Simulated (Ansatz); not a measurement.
# OH on W(100): change of the work function, part 4 of 5

Aim: the work function of W(100) at several coverages of OH (hollow site), and the dipole that each adsorbate carries.

Ansatz 0.2.0; plane-wave DFT, PBE, Ansatz PAW (the session's first sound run).

So far, work function, upper face (eV): step 2 (the clean slab) 4.14; step 3 (47 atoms, coverage 0.111 ML, cell 3x3) 3.77.

**4. Adsorbate added, k-mesh 5×5×1, coverage 0.25 ML (continued)**

Valence density in the ca plane at fractional y = 0.250, with atoms of W and O and H within 0.2 Å of it. It is the smooth field of the valence electrons, not physical close to the nuclei.

Values in e/Å³, 9 rows by 16 columns, each cell a mean:
```
0.1 0.3 0.5 0.4 0.3 0.5 0.5 0.3 0.1 0.0 0.0 0.0 0.0 0.0 0.0 0.0
0.1 0.4 3.6 1.6 0.3 2.9 2.5 0.2 0.1 0.0 0.0 0.0 0.0 0.0 0.0 0.0
0.1 0.5 4.1 2.0 0.3 3.3 2.9 0.2 0.1 0.0 0.0 0.0 0.0 0.0 0.0 0.0
0.1 0.3 0.9 0.5 0.3 0.7 0.7 0.3 0.1 0.0 0.0 0.0 0.0 0.0 0.0 0.0
0.2 0.3 0.3 0.3 0.3 0.3 0.3 0.3 0.1 0.0 0.0 0.0 0.0 0.0 0.0 0.0
0.1 0.3 1.7 0.8 0.3 1.7 1.0 0.3 0.9 0.5 0.0 0.0 0.0 0.0 0.0 0.0
0.1 0.5 4.5 2.2 0.5 4.3 2.6 0.3 4.0 2.7 0.2 0.0 0.0 0.0 0.0 0.0
0.1 0.4 2.6 1.1 0.4 2.5 1.3 0.3 1.4 0.8 0.1 0.0 0.0 0.0 0.0 0.0
0.1 0.3 0.3 0.3 0.3 0.3 0.4 0.3 0.2 0.1 0.0 0.0 0.0 0.0 0.0 0.0
```
Columns run along c (16.0 Å, from fractional 0.31 to 0.93 of the cell), rows up along a (6.3 Å). Atoms in or near the plane, at fractional coordinates: W at (0.41, 0.25), W at (0.53, 0.25), W at (0.41, 0.75), W at (0.54, 0.75), O at (0.65, 0.25), H at (0.69, 0.25).

The relaxation took 12 steps and lowered the energy by 2.6 eV; the largest force on the free atoms ends at 0.0057 eV/Å.

By hand: a sheet of dipoles makes a step −p/(ε₀A) in the electron's potential. With e/ε₀ = 180.95 V·Å, p = 0.1930 e·Å and A = 39.94 Å², that is −180.95 × (0.1930) / 39.94 = -0.874 eV, and the two vacuum levels of the run differ by -0.874 eV.

The covered face has 3.36 eV, -0.78 eV against the clean one; the bare back face has moved by -0.02 eV, a measure of how thin the slab is.

**5. Adsorbate added, k-mesh 5×5×1, coverage 0.5 ML**

System of this step: HW10O (OH/W(100)). The cell holds 24 atoms: 20 W, 2 O and 2 H. Cell: a = 6.320 Å, b = 6.320 Å, c = 25.706 Å, α = 90.0°, β = 90.0°, γ = 90.0°. Vacuum lies along c.

Another coverage, to see how the dipoles act on each other as their distance changes.

Contents of input.yaml:

```yaml
crystal:
  lattice:
    - [6.32, 0.0, 0.0]
    - [0.0, 6.32, 0.0]
    - [0.0, 0.0, 25.7058886847]
  atoms:
    - { symbol: W, position: [0.0, 0.0, 0.3501143302] }
    - { symbol: W, position: [0.25, 0.25, 0.4115788459] }
    - { symbol: W, position: [0.0, 0.0, 0.4729243011] }
    - { symbol: W, position: [0.25, 0.25, 0.5368501235] }
    - { symbol: W, position: [0.0, 0.0, 0.5923113132] }
    - { symbol: W, position: [0.0, 0.5, 0.3501143302] }
    - { symbol: W, position: [0.25, 0.75, 0.4115788459] }
    - { symbol: W, position: [0.0, 0.5, 0.4729243011] }
    - { symbol: W, position: [0.25, 0.75, 0.5368501235] }
    - { symbol: W, position: [0.0, 0.5, 0.5923113132] }
    - { symbol: W, position: [0.5, 0.0, 0.3501143302] }
    - { symbol: W, position: [0.75, 0.25, 0.4115788459] }
    - { symbol: W, position: [0.5, 0.0, 0.4729243011] }
    - { symbol: W, position: [0.75, 0.25, 0.5368501235] }
    - { symbol: W, position: [0.5, 0.0, 0.5923113132] }
    - { symbol: W, position: [0.5, 0.5, 0.3501143302] }
    - { symbol: W, position: [0.75, 0.75, 0.4115788459] }
    - { symbol: W, position: [0.5, 0.5, 0.4729243011] }
    - { symbol: W, position: [0.75, 0.75, 0.5368501235] }
    - { symbol: W, position: [0.5, 0.5, 0.5923113132] }
    - { symbol: O, position: [0.25, 0.25, 0.6117621094] }
    - { symbol: O, position: [0.75, 0.75, 0.6117621094] }
    - { symbol: H, position: [0.25, 0.25, 0.6498856698] }
    - { symbol: H, position: [0.75, 0.75, 0.6498856698] }
kpoints:
  mp_grid: { grid: [5, 5, 1] }
hamiltonian:
  xc: pbe
scf:
  occupations: { method: fermi_dirac, width: 0.1 }
  convergence: { dr2_threshold: 1.0e-08 }
efield:
  axis: 3
  dipole_correction: true
  ramp_position: 0.97
  ramp_width: 0.06
relax:
  f_tol: 0.02
  max_steps: 60
  constraints: [{ sites: [0, 1, 5, 6, 10, 11, 15, 16] }]
output:
  bader: true
  dos: { projected: true, e_range: [-8, 4] }
  write_potential: true
  write_density: true
  volumetric_format: npy
```

The run is started by

```bash
$ ansatz run input.yaml --threads 4 --pin off --max-ram 12288MiB --backend cpu --events-out ev --progress --plain --runs-dir out
```

Numbers of over 12 decimals in the logs are rounded to 6 here.

Output:

```text
[...]
Crystal: 24 atoms, lattice volume = 1026.755 Å³
Basis set: ecut = 420 eV, 20041 PW (Γ), exchange–correlation on 90×90×360 points (8 copies of the dense FFT grid, shifted against one another)
Bands: 177, of which v1, the nominal top of the filled ones, is band 147 counted from 1 (146 counted from 0)
Symmetry: 16 space group operations
[...]
2      W      0.0617     0.0000
     3      W      0.0778     0.0000
     4      W      0.2172     0.0000
     5      W     -0.0846     0.0000
     6      W      0.0563     0.0000
     7      W      0.0617     0.0000
[...]
20      O     -1.2066     0.0009
    21      O     -1.2066     0.0009
    22      H      0.4998     0.0009
    23      H      0.4998     0.0009
  estimated error of the sums over rays = 7.0e-4 e
[key lines of the parts left out:]
SCF converged after 9 iterations
Free energy (F): -208843.635683 eV
Fermi energy:    4.788256 eV
Dipole field:    D = 0.055758 V/Å  (p = 0.316381 e·Å, saw-weighted, corrected)
Work function:   Φ+ = 2.8326 eV   Φ− = 4.2659 eV
```

Run time: 7.1 min. Hardware: 4 threads of Arm Neoverse V1, shared host; peak memory 3.9 GiB; 28 min of CPU time.

Step by step:

```
step  energy less that of the first step (eV)  largest force component (eV/Å)
   1                                   0.0000                          5.0512
   2                                  -1.3715                          3.5965
   3                                  -3.1929                          2.7851
   4                                  -4.4039                          1.0243
   5                                  -5.0342                          0.8156
   6                                  -5.3169                          0.1800
   7                                  -5.3317                          0.0195
```

Forces are held to the 16 operations that the run works with; a distortion that breaks them can't arise in this run.

The atoms that moved most (Å):

```
atom     dx     dy      dz  length
 H24  0.000  0.000   1.002   1.002
 H23  0.000  0.000   1.002   1.002
 O22  0.000  0.000   0.999   0.999
 O21  0.000  0.000   0.999   0.999
  W4  0.000  0.000  -0.053   0.053
 W19  0.000  0.000  -0.053   0.053
 W15  0.000  0.000   0.047   0.047
  W5  0.000  0.000   0.047   0.047
```

Final coordinates:

```
W O H
1.0
     6.32000    0.00000    0.00000
     0.00000    6.32000    0.00000
     0.00000    0.00000   25.70589
W O H
20 2 2
Direct
  0.00000 0.00000 0.35011
  0.25000 0.25000 0.41158
  0.00000 0.00000 0.47301
  0.25000 0.25000 0.53477
  0.00000 0.00000 0.59413
  0.00000 0.50000 0.35011
  0.25000 0.75000 0.41158
  0.00000 0.50000 0.47301
  0.25000 0.75000 0.53716
  0.00000 0.50000 0.59413
  0.50000 0.00000 0.35011
  0.75000 0.25000 0.41158
  0.50000 0.00000 0.47301
  0.75000 0.25000 0.53716
  0.50000 0.00000 0.59413
  0.50000 0.50000 0.35011
  0.75000 0.75000 0.41158
  0.50000 0.50000 0.47301
  0.75000 0.75000 0.53477
  0.50000 0.50000 0.59413
  0.25000 0.25000 0.65061
  0.75000 0.75000 0.65061
  0.25000 0.25000 0.68885
  0.75000 0.75000 0.68885
```

The density of states has structure finer than the step of the table below, so its rows give means over 0.25 eV, whole bins alone (the curve runs from -8 to 1.98 eV). Peaks (eV: height): -3.850: 54.4, -3.070: 58.0, -2.590: 44.5, -2.530: 41.8, -0.060: 66.4, 0.900: 61.9, 1.620: 48.1.

Density of states against energy, zero at the Fermi level; means over each step:

```
energy (eV)  density of states (states/eV a cell)
      -7.75                                  3.30
      -7.50                                  1.14
      -7.25                                 0.734
      -7.00                                  1.82
      -6.75                                  3.60
      -6.50                                  3.88
      -6.25                                  6.06
      -6.00                                  9.96
      -5.75                                  8.09
      -5.50                                  12.9
      -5.25                                  17.0
      -5.00                                  20.1
      -4.75                                  19.9
      -4.50                                  15.6
      -4.25                                  20.6
      -4.00                                  18.1
      -3.75                                  19.8
      -3.50                                  21.0
      -3.25                                  18.6
      -3.00                                  28.1
      -2.75                                  24.0
      -2.50                                  32.7
      -2.25                                  23.0
      -2.00                                  24.0
      -1.75                                  21.3
      -1.50                                  20.6
      -1.25                                  17.5
      -1.00                                  13.8
      -0.75                                  22.5
      -0.50                                  22.3
      -0.25                                  15.9
       0.00                                  24.7
       0.25                                  21.3
       0.50                                  14.0
       0.75                                  23.0
       1.00                                  21.0
       1.25                                  24.7
       1.50                                  29.2
       1.75                                  24.0
```

The relaxation took 7 steps and lowered the energy by 5.3 eV; the largest force on the free atoms ends at 0.020 eV/Å.

The covered face has 2.83 eV, -1.31 eV against the clean one; the bare back face has moved by +0.02 eV, a measure of how thin the slab is.

**6. Adsorbate added, k-mesh 10×10×1, coverage 1 ML**

System of this step: HW5O (OH/W(100)). The cell holds 7 atoms: 5 W, 1 O and 1 H. Cell: a = 3.160 Å, b = 3.160 Å, c = 25.706 Å, α = 90.0°, β = 90.0°, γ = 90.0°. Vacuum lies along c.

Another coverage, to see how the dipoles act on each other as their distance changes.

input.yaml, the sections that differ from step 5:

```yaml
crystal:
  lattice:
    - [3.16, 0.0, 0.0]
    - [0.0, 3.16, 0.0]
    - [0.0, 0.0, 25.7058886847]
  atoms:
    - { symbol: W, position: [0.0, 0.0, 0.3501143302] }
    - { symbol: W, position: [0.5, 0.5, 0.4115788459] }
    - { symbol: W, position: [0.0, 0.0, 0.4729243011] }
    - { symbol: W, position: [0.5, 0.5, 0.5368501235] }
    - { symbol: W, position: [0.0, 0.0, 0.5923113132] }
    - { symbol: O, position: [0.5, 0.5, 0.6117621094] }
    - { symbol: H, position: [0.5, 0.5, 0.6498856698] }
kpoints:
  mp_grid: { grid: [10, 10, 1] }
relax:
  f_tol: 0.02
  max_steps: 60
  constraints: [{ sites: [0, 1] }]
output:
  bader: true
  write_potential: true
  write_density: true
  volumetric_format: npy
# hamiltonian, scf, efield: as in step 5
```

Output:

```text
[...]
Crystal: 7 atoms, lattice volume = 256.689 Å³
Basis set: ecut = 420 eV, 5045 PW (Γ), exchange–correlation on 48×48×360 points (8 copies of the dense FFT grid, shifted against one another)
Bands: 47, of which v1, the nominal top of the filled ones, is band 39 counted from 1 (38 counted from 0)
Symmetry: 8 space group operations
[...]
- { symbol: H, position: [0.500000, 0.500000, 0.689861] }
--- Bader charges: 7 sites ---
  site symbol  charge [e]  shift [e]
     0      W     -0.0852     0.0000
     1      W      0.0601     0.0000
     2      W      0.0557     0.0000
     3      W      0.1041     0.0000
     4      W      0.5578     0.0000
     5      O     -1.1772     0.0007
     6      H      0.4846     0.0007
  estimated error of the sums over rays = 6.9e-4 e
[key lines of the parts left out:]
SCF converged after 7 iterations
Free energy (F): -52502.563390 eV
Fermi energy:    5.074469 eV
Dipole field:    D = 0.068065 V/Å  (p = 0.096554 e·Å, saw-weighted, corrected)
Work function:   Φ+ = 2.5071 eV   Φ− = 4.2567 eV
```

Elapsed: 80 s, on 4 threads; peak memory 0.65 GiB.

Relaxation path:

```
step  energy less that of the first step (eV)  largest force component (eV/Å)
   1                                   0.0000                          5.3484
   2                                  -0.8769                          3.7083
   3                                  -1.8172                          2.7229
   4                                  -2.3613                          1.2957
   5                                  -2.7030                          0.7551
   6                                  -2.8833                          0.2366
   7                                  -2.9124                          0.0342
   8                                  -2.9125                          0.0020
```

The run keeps the 8 symmetry operations that it works with, so distortions that break them were not tested.

The atoms that moved most (Å):

```
atom     dx     dy      dz  length
  H7  0.000  0.000   1.028   1.028
  O6  0.000  0.000   1.024   1.024
  W5  0.000  0.000   0.093   0.093
  W4  0.000  0.000  -0.049   0.049
  W3  0.000  0.000   0.015   0.015
```

Running mean over 1.58 Å of the planar mean; the ramp of the sawtooth is left out. Electron's electrostatic potential energy less the Fermi level against z:

z (Å), electron's electrostatic potential energy less the Fermi level (eV) and a bar from the least value:
```
      3.0        4.3 ##############################
      3.5        4.3 ##############################
      4.0        4.3 ##############################
      4.5        4.3 ##############################
      5.0        4.2 ##############################
      5.5        4.2 ##############################
      6.0        4.2 ##############################
      6.5        4.0 ##############################
      7.0        3.4 #############################
      7.5        1.7 #########################
      8.0       -2.5 ##################
      8.5       -7.9 ########
      9.0      -11.3 ##
      9.5      -12.1 #
     10.0      -12.3 #
     10.5      -12.5 
     11.0      -12.6 
     11.5      -12.6 
     12.0      -12.7 
     12.5      -12.7 
     13.0      -12.7 
     13.5      -12.6 
     14.0      -12.5 
     14.5      -12.5 
     15.0      -12.4 #
     15.5      -11.3 ###
     16.0       -8.5 ########
     16.5       -4.5 ##############
     17.0       -1.9 ###################
     17.5       -0.2 ######################
     18.0        1.3 #########################
     18.5        1.9 ##########################
     19.0        2.4 ###########################
     19.5        2.5 ###########################
     20.0        2.5 ###########################
     20.5        2.5 ###########################
     21.0        2.5 ###########################
     21.5        2.5 ###########################
     22.0        2.5 ###########################
     22.5        2.5 ###########################
```

The relaxation took 8 steps and lowered the energy by 2.9 eV; the largest force on the free atoms ends at 0.0020 eV/Å.

The covered face has 2.51 eV, -1.63 eV against the clean one; the bare back face has moved by +0.01 eV, a measure of how thin the slab is.

**7. Work function against coverage**

This step: plane-wave DFT, PBE, Ansatz PAW; work function against coverage (Ansatz 0.2.0).

The runs are now put side by side.

This step gave:

* work function of the clean face: 4.140 eV
* largest change of the work function: -1.633 eV

Table of work function of the covered face by coverage:

```
coverage (adsorbates/nm²)  work function of the covered face (eV)
                     0.00                                    4.14
                     1.11                                    3.77
                     2.50                                    3.36
                     5.01                                    2.83
                    10.01                                    2.51
```

The dipole per adsorbate comes from the change of the cell's dipole. Coverage, by row:

```
coverage (1/nm²)  coverage (ML)  work function (eV)  change (eV)  dipole per adsorbate, positive end outwards (debye)  mean height of the added atoms over the highest substrate atom (Å)
           1.113         0.1111               3.774       -0.366                                                 0.85                                                               1.794
           2.504           0.25               3.356      -0.7847                                                0.811                                                               1.903
           5.007            0.5               2.833       -1.308                                                0.702                                                               1.943
           10.01              1               2.507       -1.633                                                0.435                                                               1.923
```

**8. The 0.25 ML cell at another level of theory, functional PBEsol**

This step: plane-wave DFT, PBEsol, Ansatz PAW (Ansatz 0.2.0).

System of this step: HW20O (OH/W(100)). The cell holds 22 atoms: 20 W, 1 O and 1 H. Cell: a = 6.320 Å, b = 6.320 Å, c = 25.706 Å, α = 90.0°, β = 90.0°, γ = 90.0°. Vacuum lies along c.

The geometry is kept and the functional is PBEsol.

Contents of input.yaml:

```yaml
crystal:
  lattice:
    - [6.32, 0.0, 0.0]
    - [0.0, 6.32, 0.0]
    - [0.0, 0.0, 25.7058886847]
  atoms:
    - { symbol: W, position: [0.0, 0.0, 0.3501143302] }
    - { symbol: W, position: [0.25, 0.25, 0.4115788459] }
    - { symbol: W, position: [-0.0039036111, -0.0039036111, 0.4733159114] }
    - { symbol: W, position: [0.25, 0.25, 0.5304909545] }
    - { symbol: W, position: [0.0239916052, 0.0239916052, 0.59389579] }
    - { symbol: W, position: [0.0, 0.5, 0.3501143302] }
    - { symbol: W, position: [0.25, 0.75, 0.4115788459] }
    - { symbol: W, position: [-0.0039036111, 0.5039036111, 0.4733159114] }
    - { symbol: W, position: [0.25, 0.75, 0.536714013] }
    - { symbol: W, position: [0.0239916052, 0.4760083948, 0.59389579] }
    - { symbol: W, position: [0.5, 0.0, 0.3501143302] }
    - { symbol: W, position: [0.75, 0.25, 0.4115788459] }
    - { symbol: W, position: [0.5039036111, -0.0039036111, 0.4733159114] }
    - { symbol: W, position: [0.75, 0.25, 0.536714013] }
    - { symbol: W, position: [0.4760083948, 0.0239916052, 0.59389579] }
    - { symbol: W, position: [0.5, 0.5, 0.3501143302] }
    - { symbol: W, position: [0.75, 0.75, 0.4115788459] }
    - { symbol: W, position: [0.5039036111, 0.5039036111, 0.4733159114] }
    - { symbol: W, position: [0.75, 0.75, 0.5415289667] }
    - { symbol: W, position: [0.4760083948, 0.4760083948, 0.59389579] }
    - { symbol: O, position: [0.25, 0.25, 0.6489031192] }
    - { symbol: H, position: [0.25, 0.25, 0.6869504711] }
kpoints:
  mp_grid: { grid: [5, 5, 1] }
hamiltonian:
  xc: pbesol
scf:
  occupations: { method: fermi_dirac, width: 0.1 }
  convergence: { dr2_threshold: 1.0e-08 }
efield:
  axis: 3
  dipole_correction: true
  ramp_position: 0.97
  ramp_width: 0.06
output:
  write_potential: true
  write_density: true
  volumetric_format: npy
```

Output:

```text
[...]
Crystal: 22 atoms, lattice volume = 1026.755 Å³
Basis set: ecut = 420 eV, 20041 PW (Γ)
Bands: 173, of which v1, the nominal top of the filled ones, is band 144 counted from 1 (143 counted from 0)
Symmetry: 8 space group operations
[...]
k-points: 6 of 25
[...]
SCF iter   1: F=—  HF=-205686.761893 eV  |F-HF|=—  |Δ(HF+E_count)|=         —  Δρ=6.91e-3  dr2=3.11e0  ethr=1.77e-3  p=0.155 e·Å  D=2.72e-2 V/Å  ΔV_dip=-0.70 eV  dr2_dipole=5.98e-1  V_vac-E_F(+/−)=3.82/4.52 eV  ⟨swp⟩=10.0  Hψ=5461  notcnv=0
[...]
SCF iter  11: F=-205686.599993 eV  HF=-205686.599993 eV  |F-HF|=1.46e-10  |Δ(HF+E_count)|=  2.91e-10  Δρ=2.86e-7  dr2=2.38e-9  ethr=3.48e-12  p=0.200 e·Å  D=3.52e-2 V/Å  ΔV_dip=-0.90 eV  dr2_dipole=3.36e-10  V_vac-E_F(+/−)=3.42/4.33 eV  ⟨swp⟩=6.8  Hψ=2911  notcnv=0
SCF 1 converged in 11 iterations: F = -205686.599993 eV  dr2 = 2.38e-9
[...]
SCF converged after 11 iterations
Free energy (F): -205686.599993 eV
[...]
Internal energy: -205685.936790 eV  (E = F + TS)
E sigma→0 (E₀):  -205686.268391 eV
Entropy (-TS):   -0.663203 eV (-30.146 meV/atom)
Fermi energy:    4.403080 eV
Dipole field:    D = 0.035168 V/Å  (p = 0.199552 e·Å, saw-weighted, corrected)
Work function:   Φ+ = 3.4233 eV   Φ− = 4.3273 eV
[...]
--- Band table (eV; the first three rows and the last of 6) ---
  k-point 0: bands = [... 140 lower, 4.3754, 4.4040, 4.4040, 4.4879, 4.5176, 4.5176, 4.6639, 5.0986, ... 25 higher]
  k-point 1: bands = [... 140 lower, 4.1677, 4.3343, 4.4981, 4.5043, 4.5556, 4.6813, 4.9655, 5.0066, ... 25 higher]
  k-point 2: bands = [... 140 lower, 3.9701, 4.1547, 4.3960, 4.6386, 4.7251, 4.8493, 4.8722, 4.9580, ... 25 higher]
  k-point 5: bands = [... 140 lower, 4.0801, 4.0843, 4.1418, 4.1833, 4.1969, 4.3550, 4.4503, 4.4858, ... 25 higher]
```

Run time: 65 s. Hardware: 4 threads; peak memory 3.6 GiB.

Reading the cycles: dr2 is the Hartree energy of the density residual (eV), the measure of convergence; HF is the Harris–Foulkes estimate of the energy, which meets the free energy F at convergence.

This step gave:

```
energy at zero smearing        : -205686.2684 eV
work function, upper face      : 3.423 eV
work function, lower face      : 4.327 eV
dipole along the normal        : 0.1996 e·Å
step between the vacuum levels : -0.9040 eV
```

The work function comes to 3.42 eV, +0.07 eV from the first level.

(Part 4 of 5 ends here.)

[Logs are printed without paths, hosts, clocks, repeated set-up lines and the standing remarks that a program may print on its own settings, such as how far it seeks lower states.]

[Hosts, paths, dates, database ids (printed as entryN), source tags and the programs' standing remarks are cut or masked in the printed files.]

[Maps of the electrostatic potential energy from Ansatz leave out the sawtooth potential of an applied field or a dipole correction, so their vacuum need not be flat; planar profiles and work functions include it.]

[The density of states shown here was stored with 400 of the rows of the run's finer table, so its peaks can read low, often by over a quarter, or be missed, and its means over a window can be off by a tenth or more.]
